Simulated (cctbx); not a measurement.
**Symmetry from intensities**

Cell: a = 7.5260 Å, b = 7.5260 Å, c = 14.1190 Å, α = 90.00°, β = 90.00°, γ = 120.00°. Expected content of the cell: Nd6 Co6 S18.

The data are simulated with cctbx, not measured: Mo Kα, λ = 0.71073 Å, to d = 0.77 Å, 80 % of the full sphere, strongest reflection 20000 counts, noise from counting, a 1.5 % proportional error and a noise floor of 15 counts (s.d.); no absorption.

A first pass over the reflections prints:

```text
5041 reflections to d = 0.771 A
centring   violations  <I/sigma> of those
    A       1246 of  2508      9.3
    B       1251 of  2503      9.2
    C       1235 of  2527      9.0
    I       1229 of  2484      9.1
    R       1761 of  3340      9.6
    F       1866 of  3769      9.2
Laue class    unique    Rint  (classes that these axes allow; Friedel mates merged)
P -1             3030   0.038
P 1 1 2/m        1645   0.044
P -3             1067   0.046
P -3 1 m          605   0.048
P -3 m 1          657   0.048
P 6/m             563   0.049
P 6/m m m         379   0.050
space group    extra absences  I>4sigma  <I/sigma>
P 6 2 2                 0          0         -  acentric
P 63 2 2               15          0      -0.3  acentric
P 6 m m                 0          0         -  acentric
P 63 c m              546          0      -0.0  acentric
P -6 m 2                0          0         -  acentric
P -6 c 2              546          0      -0.0  acentric
P -6 2 m                0          0         -  acentric
P 6/m m m               0          0         -  centric
P 63/m c m            546          0      -0.0  centric
Wilson B = 1.41 A^2   <|E^2-1|> = 0.852 (0.968 centric, 0.736 acentric)   E^2>4: 0.9 %
shell (A)         n   <I/sigma>
14.12 - 1.54     65     40.9
 1.54 - 1.22     49     40.9
 1.22 - 1.07     46     29.0
 1.07 - 0.97     48     34.0
 0.97 - 0.90     45     27.1
 0.90 - 0.85     43     29.0
 0.85 - 0.81     43     21.2
 0.81 - 0.77     40     19.5
```

**Question.** What are the lattice type, the Laue class and the likely space group?

Every centring test has many violations, so the lattice is primitive.

Rint stays low (0.038 to 0.050) up to P 6/m m m, the highest class in these axes. It includes Bijvoet differences, since Friedel mates are merged.

9 settings pass the absence test. The most absences obeyed, 546, belong to P 63 c m, P -6 c 2 and P 63/m c m, which absences can't tell apart.

⟨|E²−1|⟩ = 0.852 lies between the two ideal values. The Wilson B of 1.41 Å² means U ≈ 0.0179 Å².

The true group is P6_3cm (no. 185), Laue class 6/mmm, non-centrosymmetric. The tables only narrow the choice to the tied entries; cell content, site symmetry and trial solutions must settle it.

The model is made up (kin elements in a known structure type, no relaxation), so it says nothing on whether the phase exists.

[Logs are printed without paths, hosts, clocks, repeated set-up lines and the standing remarks that a program may print on its own settings, such as how far it seeks lower states.]
